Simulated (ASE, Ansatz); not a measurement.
**Localised basis functions on twisted h-BP/Hf2CO2 MXene bilayer, 38.21° (49 atoms)**

Aim: test how closely localised support functions follow the reference on twisted h-BP/Hf2CO2 MXene bilayer, 38.21° (49 atoms), and at what cost. A setting counts as converged where the r.m.s. difference of forces stays under 1 % of the r.m.s. force.

Calculated with Ansatz 0.2.0; Kohn-Sham DFT, PBE+D4, PAW (set soft_2), plane waves.

### 1. The structure

The cell holds 49 atoms: 7 B, 7 P, 7 C, 14 Hf and 14 O. Cell: a = 8.572 Å, b = 8.572 Å, c = 19.750 Å, α = 90.0°, β = 90.0°, γ = 120.0°. It derives from BP and Hf2CO2. h-BP (a = 3.21 Å) under Hf2CO2 MXene (a = 3.27 Å), bilayer, commensurate cell of 7 unit cells a layer, twist 38.21 deg, both strained to the mean lattice constant; facing planes 3.17 Å apart; 12 Å of vacuum; layers as built, displaced by a Gaussian of 0.01 Å. Regions: layer 1, 14 atoms (7 B and 7 P); layer 2, 35 atoms (7 C, 14 Hf and 14 O). Vacuum lies along c.

Limits known from the start: Beside vacuum, support functions can miss their usual error bounds without a warning. No spin–orbit coupling is included, so levels derived from the heavy atoms are approximate.

### 2. Plane-wave single point

This run is the reference for what follows, at a cutoff of 420 eV.

File input.yaml:

```yaml
crystal:
  lattice:
    - [8.5722, 0.0, 0.0]
    - [-4.2861, 7.42374, 0.0]
    - [0.0, 0.0, 19.75]
  atoms:
    - { symbol: B, position: [0.19091, 0.2411, 0.30341] }
    - { symbol: P, position: [0.23714, 0.04687, 0.30417] }
    - { symbol: B, position: [0.33498, 0.66774, 0.30389] }
    - { symbol: P, position: [0.38037, 0.47559, 0.30351] }
    - { symbol: B, position: [0.47433, 0.0933, 0.30299] }
    - { symbol: P, position: [0.52435, 0.90521, 0.30252] }
    - { symbol: B, position: [0.61914, 0.52361, 0.30405] }
    - { symbol: P, position: [0.66632, 0.33186, 0.30412] }
    - { symbol: B, position: [0.76193, 0.95296, 0.30386] }
    - { symbol: P, position: [0.80902, 0.76242, 0.30392] }
    - { symbol: B, position: [0.90216, 0.37841, 0.3037] }
    - { symbol: P, position: [0.95178, 0.18762, 0.30378] }
    - { symbol: B, position: [0.04817, 0.80892, 0.30301] }
    - { symbol: P, position: [0.09565, 0.62167, 0.3036] }
    - { symbol: C, position: [0.85748, 0.28574, 0.58034] }
    - { symbol: Hf, position: [0.61782, 0.09437, 0.6495] }
    - { symbol: Hf, position: [0.66732, 0.3332, 0.51237] }
    - { symbol: O, position: [0.66727, 0.33409, 0.6966] }
    - { symbol: O, position: [0.61876, 0.09424, 0.46396] }
    - { symbol: C, position: [0.71517, 0.57421, 0.58099] }
    - { symbol: Hf, position: [0.47464, 0.37747, 0.64949] }
    - { symbol: Hf, position: [0.52651, 0.61988, 0.5118] }
    - { symbol: O, position: [0.52454, 0.6186, 0.6959] }
    - { symbol: O, position: [0.47747, 0.38243, 0.46454] }
    - { symbol: C, position: [0.42839, 0.14321, 0.57973] }
    - { symbol: Hf, position: [0.18919, 0.95281, 0.64913] }
    - { symbol: Hf, position: [0.23854, 0.19114, 0.51188] }
    - { symbol: O, position: [0.23694, 0.18961, 0.69636] }
    - { symbol: O, position: [0.19158, 0.95236, 0.46412] }
    - { symbol: C, position: [0.57242, 0.85741, 0.5809] }
    - { symbol: Hf, position: [0.33339, 0.6652, 0.64891] }
    - { symbol: Hf, position: [0.38292, 0.90575, 0.51086] }
    - { symbol: O, position: [0.38265, 0.90505, 0.69642] }
    - { symbol: O, position: [0.33291, 0.66799, 0.46378] }
    - { symbol: C, position: [0.2836, 0.42734, 0.58035] }
    - { symbol: Hf, position: [0.04655, 0.23757, 0.64902] }
    - { symbol: Hf, position: [0.09462, 0.47457, 0.51182] }
    - { symbol: O, position: [0.09547, 0.47495, 0.69566] }
    - { symbol: O, position: [0.04619, 0.23763, 0.46413] }
    - { symbol: C, position: [0.99988, 0.99953, 0.58] }
    - { symbol: Hf, position: [0.7606, 0.80865, 0.6494] }
    - { symbol: Hf, position: [0.80848, 0.04706, 0.51159] }
    - { symbol: O, position: [0.81113, 0.04826, 0.69696] }
    - { symbol: O, position: [0.76223, 0.8113, 0.46379] }
    - { symbol: C, position: [0.14481, 0.71286, 0.58086] }
    - { symbol: Hf, position: [0.90378, 0.52428, 0.64944] }
    - { symbol: Hf, position: [0.95162, 0.76055, 0.5107] }
    - { symbol: O, position: [0.95078, 0.76203, 0.69569] }
    - { symbol: O, position: [0.90336, 0.52211, 0.46364] }
kpoints:
  mp_grid: { grid: [2, 2, 1] }
hamiltonian:
  xc: pbe
  dispersion: d4
scf:
  occupations: { method: gaussian, width: 0.05 }
output:
  forces: true
  populations: intrinsic
  dos:
    method: { smearing: { sigma: 0.08 } }
    de: 0.1
    projected:
      site_lists:
        B: [B]
        C: [C]
        Hf: [Hf]
        O: [O]
        P: [P]
        layer_1: [0, 1, 2, 3, 4, 5, 6, 7, 8, 9, 10, 11, 12, 13]
        layer_2: [14, 15, 16, 17, 18, 19, 20, 21, 22, 23, 24, 25, 26, 27, 28, 29, 30, 31, 32, 33, 34, 35, 36, 37, 38, 39, 40, 41, 42, 43, 44, 45, 46, 47, 48]
  eigenvalues: true
  write_density: true
  write_potential: true
  volumetric_format: npy
  elf: true
```

On the command line:

```
$ ansatz run input.yaml --threads 8 --pin off --max-ram 15872MiB --backend cpu --events-out ev --progress --plain --runs-dir out
```

Numbers of over 12 decimals in the logs are rounded to 6 here.

Output:

```text
Engine: ansatz 0.2.0, aarch64-unknown-linux-gnu
Pseudopotentials: kind: paw
Pseudopotential: B, paw, valence charge 3, recommended cutoff 420 eV (normal), B.paw.azcp
Pseudopotential: P, paw, valence charge 5, recommended cutoff 420 eV (normal), P.paw.azcp
Pseudopotential: C, paw, valence charge 4, recommended cutoff 420 eV (normal), C.paw.azcp
Pseudopotential: Hf, paw, valence charge 26, recommended cutoff 420 eV (normal), Hf.paw.azcp
Pseudopotential: O, paw, valence charge 6, recommended cutoff 420 eV (normal), O.paw.azcp
Functional definition: PBE
  parameter kappa = 0.804
  parameter beta = 0.066725
  exchange = pbe_x(kappa = kappa, mu = beta*pi^2/3)
  correlation = pbe_c(beta = beta)
Crystal: 49 atoms, lattice volume = 1256.846 Å³
Basis set: ecut = 420 eV, 24613 PW (Γ), exchange–correlation on 120×120×270 points (8 copies of the dense FFT grid, shifted against one another)
Bands: 320, of which v1, the nominal top of the filled ones, is band 266 counted from 1 (265 counted from 0)
Symmetry: 1 space group operations
Space group: P1 (ITA 1), of the structure as read, at distance tolerance 1.1e-4 Å
k-points: 4
Non-local potential: B, projectors of the file, l = 0: 2, l = 1: 2, l = 2: 1
Non-local potential: P, projectors of the file, l = 0: 2, l = 1: 2, l = 2: 2
Non-local potential: C, projectors of the file, l = 0: 2, l = 1: 2, l = 2: 1
Non-local potential: Hf, projectors of the file, l = 0: 3, l = 1: 2, l = 2: 2, l = 3: 3
Non-local potential: O, projectors of the file, l = 0: 2, l = 1: 2, l = 2: 1
PAW form: soft (Blöchl's): semilocal exchange-correlation on the pseudo side does not see the compensation charge
PAW one-centre angular grid: B, 110 points (default); XC on 64 Gauss nodes
PAW one-centre angular grid: P, 110 points (default); XC on 64 Gauss nodes
PAW one-centre angular grid: C, 110 points (default); XC on 64 Gauss nodes
PAW one-centre angular grid: Hf, 590 points (default); XC on 64 Gauss nodes
PAW one-centre angular grid: O, 110 points (default); XC on 64 Gauss nodes
Initial density: superposition of atomic densities (neutral atoms: chi_scale 0, normalization atom), corrected by the library's trained network
Initial wavefunctions: pseudopotential atomic-orbital guess
Functional: x = pbe(κ = 0.804, μ = 0.219515), c = pbe(β = 0.066725)
SCF iter   1: F=—  HF=-236234.108345 eV  |F-HF|=—  |Δ(HF+E_count)|=         —  Δρ=4.14e-3  dr2=3.86e-1  ethr=1.77e-3  ⟨swp⟩=7.0  Hψ=5717  notcnv=0  defer=38
preconditioner: auto → Resta (q_TF=auto, 2.364 Å⁻¹)  ε∞=3.1  [insulator: Δε(μ)=1.057 eV  Ē_g=16.336 eV  σ=0.050 eV  W_gap=1.00  n_scr=284 (ndim 8)  ℏωp=23.5 eV  f_vac=0.474  D(μ)=0.00/eV (n_scr^D=0)  ε∞_Penn≈3.1  vacuum switching on, ρ_ref=1.9e-2 e/Å³]
SCF iter   2: F=—  HF=-236234.062250 eV  |F-HF|=—  |Δ(HF+E_count)|=   4.61e-2  Δρ=2.30e-3  dr2=5.62e-2  ethr=7.25e-5  ⟨swp⟩=2.2  Hψ=2186  notcnv=0  defer=183
SCF iter   3: F=—  HF=-236234.057853 eV  |F-HF|=—  |Δ(HF+E_count)|=   4.40e-3  Δρ=9.61e-4  dr2=1.25e-2  ethr=1.06e-5  ⟨swp⟩=2.0  Hψ=1970  notcnv=0  defer=183
SCF iter   4: F=—  HF=-236234.058741 eV  |F-HF|=—  |Δ(HF+E_count)|=   8.88e-4  Δρ=5.71e-4  dr2=4.61e-3  ethr=2.36e-6  ⟨swp⟩=2.8  Hψ=1966  notcnv=0  defer=183
SCF iter   5: F=—  HF=-236234.058557 eV  |F-HF|=—  |Δ(HF+E_count)|=   1.84e-4  Δρ=1.60e-4  dr2=4.57e-4  ethr=8.67e-7  ⟨swp⟩=2.0  Hψ=1928  notcnv=0  defer=183
SCF iter   6: F=—  HF=-236234.058616 eV  |F-HF|=—  |Δ(HF+E_count)|=   5.92e-5  Δρ=7.11e-5  dr2=5.87e-5  ethr=8.59e-8  ⟨swp⟩=3.0  Hψ=2003  notcnv=0  defer=183
SCF iter   7: F=—  HF=-236234.057528 eV  |F-HF|=—  |Δ(HF+E_count)|=   1.09e-3  Δρ=3.10e-5  dr2=1.18e-5  ethr=1.10e-8  ⟨swp⟩=2.0  Hψ=2161  notcnv=0  defer=183
SCF iter   8: F=—  HF=-236234.057531 eV  |F-HF|=—  |Δ(HF+E_count)|=   3.13e-6  Δρ=6.32e-6  dr2=6.48e-7  ethr=2.21e-9  ⟨swp⟩=2.5  Hψ=2015  notcnv=0  defer=183
SCF iter   9: F=—  HF=-236234.057531 eV  |F-HF|=—  |Δ(HF+E_count)|=   3.27e-7  Δρ=2.90e-6  dr2=1.04e-7  ethr=1.88e-11  ⟨swp⟩=24.2  Hψ=17665  notcnv=0
SCF iter  10: F=-236234.057531 eV  HF=-236234.057531 eV  |F-HF|=1.33e-8  |Δ(HF+E_count)|=   1.14e-7  Δρ=1.54e-6  dr2=3.07e-8  ethr=1.88e-11  ⟨swp⟩=11.8  Hψ=11410  notcnv=0
SCF 1 converged in 10 iterations: F = -236234.057531 eV  dr2 = 3.07e-8
  greatest PAW one-centre occupation: 0.999 electrons in one spin orbital (limit 2), on the Hf atom at site 40 (counted from 0), in its partial waves of l = 0
WARN: The output density's exchange-correlation potential varies sharply where the density is thin. Do not read a vacuum level from v_tot or v_xc, or from such a field of the output density. On a cell that repeats whose density bears no net charge and no dipole along the vacuum's axis use v_es (v_loc + v_h of the components); [...]
SCF converged after 10 iterations
Free energy (F): -236234.057531 eV
Harris-Foulkes:  -236234.057531 eV  (|F-HF|=1.33e-8)
Internal energy: -236234.057531 eV  (E = F + TS)
E sigma→0 (E₀):  -236234.057531 eV
Fermi energy:    4.609385 eV
--- Per-component energies (eV) ---
  E_band       = -5771.726022
  E_kinetic    = 9827.239888
  E_local      = -600246.132105  (includes V_loc(G=0)·N_el)
  E_nonlocal   = -16223.567129
  E_hartree    = 293864.639229
  E_xc         = -6231.132366
  E_vxc        = -6160.988191  (∫ρ·V_xc dr)
  E_paw        = -104432.748506  (= ΣΔE_a)
  E_vpaw       = 19302.432419  (= ΣTr[D̂ρ^β])
  E_aug_tail   = 0.034314  (compensation charges beyond the density's cutoff)
  E_ewald      = 187216.385740
  E_disp       = -8.776595  (pairwise vdW)
  E_smearing   = -0.000000  (= −TS)
  E_closure    = 0.000000  (closes the sum)
  Σ components = -236234.057531   (vs F -236234.057531, Δ=0.00e0)
--- Forces (eV/Å), atoms counted from 1 ---
  atom   1  B      0.27953977    -0.72775892     0.01259017
  atom   2  P     -0.11564623     0.39773897    -0.11666002
  atom   3  B     -0.26575630    -0.11947385    -0.06877923
  atom   4  P      0.12803642     0.36937686    -0.00099653
  atom   5  B      0.01074316     0.20470191     0.03038661
  atom   6  P     -0.02261913    -0.04505927     0.02291849
  atom   7  B      0.02000564    -0.03074492    -0.04202295
  atom   8  P     -0.30846294     0.01797004    -0.01358800
  atom   9  B      0.03676459    -0.22953714    -0.06503882
  atom  10  P      0.24313400    -0.19228338    -0.07203875
  atom  11  B      0.47798952     0.37207612    -0.01772155
  atom  12  P     -0.29791489     0.58294088    -0.06391549
  atom  13  B     -0.52310378     0.23035228     0.04052563
  atom  14  P      0.33670535    -0.83133165    -0.02632272
[...]
atom  48  O      0.18925113     0.02424135     0.47212791
  atom  49  O      0.01148906     0.11504207    -0.00009562
  max |Σ_I F_I| component: 1.11e-4 eV/Å
--- Band table (eV) ---
  k-point 0: bands = ["-57.5358", "-57.5280", "-57.5068", "-57.4971", [... 304 levels ...], "8.9045", "8.9863", "9.0416", "9.1726", "9.3515", "9.3617", "9.3727", "9.3820", "9.3919", "9.4064", "9.5298", "9.7227"]
[...]
--- intrinsic populations: 49 sites ---
  site symbol       q [e]
     0      B      3.6005
     1      P      4.3983
     2      B      3.5844
[...]
48      O      6.6496
  spilling = -0.000000 (of n_electrons = 532.000000)
```

Wall time 47 s (8 threads of Arm Neoverse V2, shared host); peak memory 6.7 GiB.

The program notes that the exchange-correlation potential is rough where the density is thin.

Read from the output:

| Property | Result |
| --- | --- |
| free energy | -236234.0575 eV |
| free energy per atom | -4821.1032 eV/atom |
| SCF cycles | 10 |
| r.m.s. force component | 0.2248 eV/Å |
| longest force | 0.8973 eV/Å |
| Fermi energy | 4.609 eV |
| gap (highest filled to lowest empty level) | 0.9615 eV |
| potential in mid-vacuum, over the Fermi level | 4.914 eV |
| potential 4.5 Å over the upper face | 4.898 eV |
| potential 4.5 Å under the lower face | 4.932 eV |

The r.m.s. force component of 0.22 eV/Å sets the scale for the differences below.

### 3. Support functions low

The cell is solved in localised support functions.

This step: Kohn-Sham DFT, PBE+D4, PAW (set soft_2), localised support functions (low) (Ansatz 0.2.0).

input.yaml, the sections that differ from step 2:

```yaml
scf:
  occupations: { method: gaussian, width: 0.05 }
  eigensolver: { kind: { support_functions: { accuracy: low } } }
  mixing: { beta: 0.4 }
  max_iter: 150
output:
  forces: true
  eigenvalues: true
# crystal, kpoints, hamiltonian: as in step 2
```

Output:

```text
Warning: scf.eigensolver.kind.support_functions: disabling space-group detection — the functions' gradient is summed over unrotated k-points, so no spatial operation reduces the k-mesh or symmetrises the density; time reversal is kept, so that k and −k are solved as one point where they differ and the mesh holds both, and exact exchange and, on two spinor components, a DFT+U term hold to it where the run has them: [...]
settings of this run that can trade accuracy for cost: scf.eigensolver.kind.support_functions; scf.eigensolver.kind.support_functions.accuracy: low [...]
[...]
Crystal: 49 atoms, lattice volume = 1256.846 Å³
Basis set: ecut = 420 eV, 24613 PW (Γ), exchange–correlation on 120×120×270 points (8 copies of the dense FFT grid, shifted against one another)
Bands: 320, of which v1, the nominal top of the filled ones, is band 266 counted from 1 (265 counted from 0)
Symmetry: 1 space group operations
k-points: 4
[...]
SCF iter   1: F=—  HF=-236258.715064 eV  |F-HF|=—  |Δ(HF+E_count)|=         —  Δρ=1.11e-1  dr2=1.84e2  ethr=1.00e-1
[...]
SCF iter  14: F=—  HF=-236234.234888 eV  |F-HF|=—  |Δ(HF+E_count)|=   8.42e-4  Δρ=2.61e-5  dr2=1.17e-5  ethr=7.75e-9  κ⁻¹=6.7e-6(r=7)
SCF iter  15: F=-236234.235639 eV  HF=-236234.235643 eV  |F-HF|=4.12e-6  |Δ(HF+E_count)|=   7.55e-4  Δρ=1.58e-5  dr2=4.30e-6  ethr=2.20e-9
SCF 1 converged in 15 iterations: F = -236234.251700 eV  dr2 = 4.30e-6
[...]
SCF converged after 15 iterations
Stability not checked: this state was not tested for a lower state beside it, because the mixer in use, unlike msr1, does not test its closes by its own steps (another_mixer; see scf.mixing.algorithm and scf.lower_state_search)
Free energy (F): -236234.251700 eV
[...]
Internal energy: -236234.251700 eV  (E = F + TS)
E sigma→0 (E₀):  -236234.251700 eV
Fermi energy:    4.610235 eV
[...]
Σ components = -236234.251700   (vs F -236234.251700, Δ=0.00e0)
--- Forces (eV/Å), atoms counted from 1 ---
  atom   1  B      0.27982687    -0.72833501     0.01272433
  atom   2  P     -0.11588875     0.39778050    -0.11674982
  atom   3  B     -0.26596401    -0.12009583    -0.06824047
  atom   4  P      0.12796845     0.36901714    -0.00075797
[...]
atom  49  O      0.01184362     0.11525912     0.00213627
  max |Σ_I F_I| component: 6.11e-3 eV/Å
--- Band table (eV) ---
[...]
```

Elapsed: 1.8 min, on 8 threads; peak memory 3.6 GiB; 14 min of CPU time.

The program notes that the band table was not solved further than the SCF left it and it switched symmetry off.

Keys that differ from the reference: support_functions.accuracy = "low", scf.max_iter = 150 and scf.mixing.beta = 0.4.

Forces differ from the reference by 0.63 meV/Å r.m.s., 0.28 % of their size, well within a tolerance of 1 %; the energy by -4.0 meV/atom. It took 1.8 min and 15 cycles; the reference's time can't be set against it, since the two runs asked for unlike analyses.

### 4. Support functions medium

The cell is solved in localised support functions. Besides, the program derives a nominal cutoff of 464 eV for this run, against the reference's 420.

This step: Kohn-Sham DFT, PBE+D4, PAW (set soft_2), localised support functions (medium) (Ansatz 0.2.0).

input.yaml, the sections that differ from step 3:

```yaml
scf:
  occupations: { method: gaussian, width: 0.05 }
  eigensolver: { kind: { support_functions: { accuracy: medium } } }
  mixing: { beta: 0.4 }
  max_iter: 150
# crystal, kpoints, hamiltonian, output: as in step 3
```

Output:

```text
[...]
Warning: basis.ecutwfc = 464 eV, auto-derived: no grid that the accuracy of the support functions lays serves the files at the lower one that their records recommend; a deck with other species or settings can derive another value
[...]
Crystal: 49 atoms, lattice volume = 1256.846 Å³
Basis set: ecut = 464 eV, 28425 PW (Γ), exchange–correlation on 128×128×288 points (8 copies of the dense FFT grid, shifted against one another)
Bands: 320, of which v1, the nominal top of the filled ones, is band 266 counted from 1 (265 counted from 0)
Symmetry: 1 space group operations
k-points: 4
[...]
SCF iter   1: F=—  HF=-236258.710844 eV  |F-HF|=—  |Δ(HF+E_count)|=         —  Δρ=1.11e-1  dr2=1.84e2  ethr=1.00e-1
[...]
SCF iter  16: F=—  HF=-236234.237341 eV  |F-HF|=—  |Δ(HF+E_count)|=   6.46e-4  Δρ=7.24e-6  dr2=1.40e-6  ethr=8.02e-10  κ⁻¹=4.0e-6(r=7)
SCF iter  17: F=-236234.237920 eV  HF=-236234.237921 eV  |F-HF|=8.24e-8  |Δ(HF+E_count)|=   5.80e-4  Δρ=5.27e-6  dr2=5.09e-7  ethr=2.63e-10
SCF 1 converged in 17 iterations: F = -236234.252168 eV  dr2 = 5.09e-7
[...]
SCF converged after 17 iterations
[...]
Free energy (F): -236234.252168 eV
[...]
Internal energy: -236234.252168 eV  (E = F + TS)
E sigma→0 (E₀):  -236234.252168 eV
Fermi energy:    4.609811 eV
[...]
Σ components = -236234.252168   (vs F -236234.252168, Δ=0.00e0)
--- Forces (eV/Å), atoms counted from 1 ---
  atom   1  B      0.27977923    -0.72824347     0.01262415
  atom   2  P     -0.11564473     0.39775336    -0.11699221
  atom   3  B     -0.26594135    -0.12000459    -0.06853533
  atom   4  P      0.12804583     0.36923776    -0.00112702
[...]
atom  49  O      0.01190694     0.11520084     0.00179318
  max |Σ_I F_I| component: 5.79e-3 eV/Å
--- Band table (eV) ---
[...]
```

It took 2.2 min on 8 threads; peak memory 3.8 GiB; 17 min of CPU time.

Keys that differ from the reference: support_functions.accuracy = "medium", scf.max_iter = 150 and scf.mixing.beta = 0.4.

Forces differ from the reference by 0.65 meV/Å r.m.s., 0.29 % of their size, well within a tolerance of 1 %; the energy by -4.0 meV/atom. It took 2.2 min and 17 cycles; the reference's time can't be set against it, since the two runs asked for unlike analyses.

### 5. Support functions medium, radius 2.98 Å

The radius confines each support function; a larger one gives more freedom and more work per atom.

input.yaml, the sections that differ from step 4:

```yaml
scf:
  occupations: { method: gaussian, width: 0.05 }
  eigensolver: { kind: { support_functions: { accuracy: medium, radius: 2.98 } } }
  mixing: { beta: 0.4 }
  max_iter: 150
# crystal, kpoints, hamiltonian, output: as in step 4
```

Output:

```text
Warning: scf.eigensolver.kind.support_functions: disabling space-group detection — the functions' gradient is summed over unrotated k-points, so no spatial operation reduces the k-mesh or symmetrises the density; time reversal is kept, so that k and −k are solved as one point where they differ and the mesh holds both, and exact exchange and, on two spinor components, a DFT+U term hold to it where the run has them: [...]
Warning: basis.ecutwfc = 464 eV, auto-derived: no grid that the accuracy of the support functions lays serves the files at the lower one that their records recommend; a deck with other species or settings can derive another value
settings of this run that can trade accuracy for cost: scf.eigensolver.kind.support_functions [...]
Engine: ansatz 0.2.0, aarch64-unknown-linux-gnu
Pseudopotentials: kind: paw
Pseudopotential: B, paw, valence charge 3, recommended cutoff 420 eV (normal), B.paw.azcp
Pseudopotential: P, paw, valence charge 5, recommended cutoff 420 eV (normal), P.paw.azcp
Pseudopotential: C, paw, valence charge 4, recommended cutoff 420 eV (normal), C.paw.azcp
Pseudopotential: Hf, paw, valence charge 26, recommended cutoff 420 eV (normal), Hf.paw.azcp
Pseudopotential: O, paw, valence charge 6, recommended cutoff 420 eV (normal), O.paw.azcp
[... 5 lines on functional and potentials left out ...]
Error: SCF: the radius of support functions is under 3.54 Å, the least for these sites at the functions' level (scf.eigensolver.kind.support_functions.accuracy). Use scf.eigensolver.kind: auto, or type scf.eigensolver.kind.support_functions.radius at least as long, [...]
```

The job ended after 4.6 s (8 threads; peak memory 0.42 GiB).

The program refuses radii under 3.54 Å for these atoms at this level.

[end of part 1 of 2]

[Logs are printed without paths, hosts, clocks, repeated set-up lines and the standing remarks that a program may print on its own settings, such as how far it seeks lower states.]

[Hosts, paths, dates, database ids (printed as entryN), source tags and the programs' standing remarks are cut or masked in the printed files.]
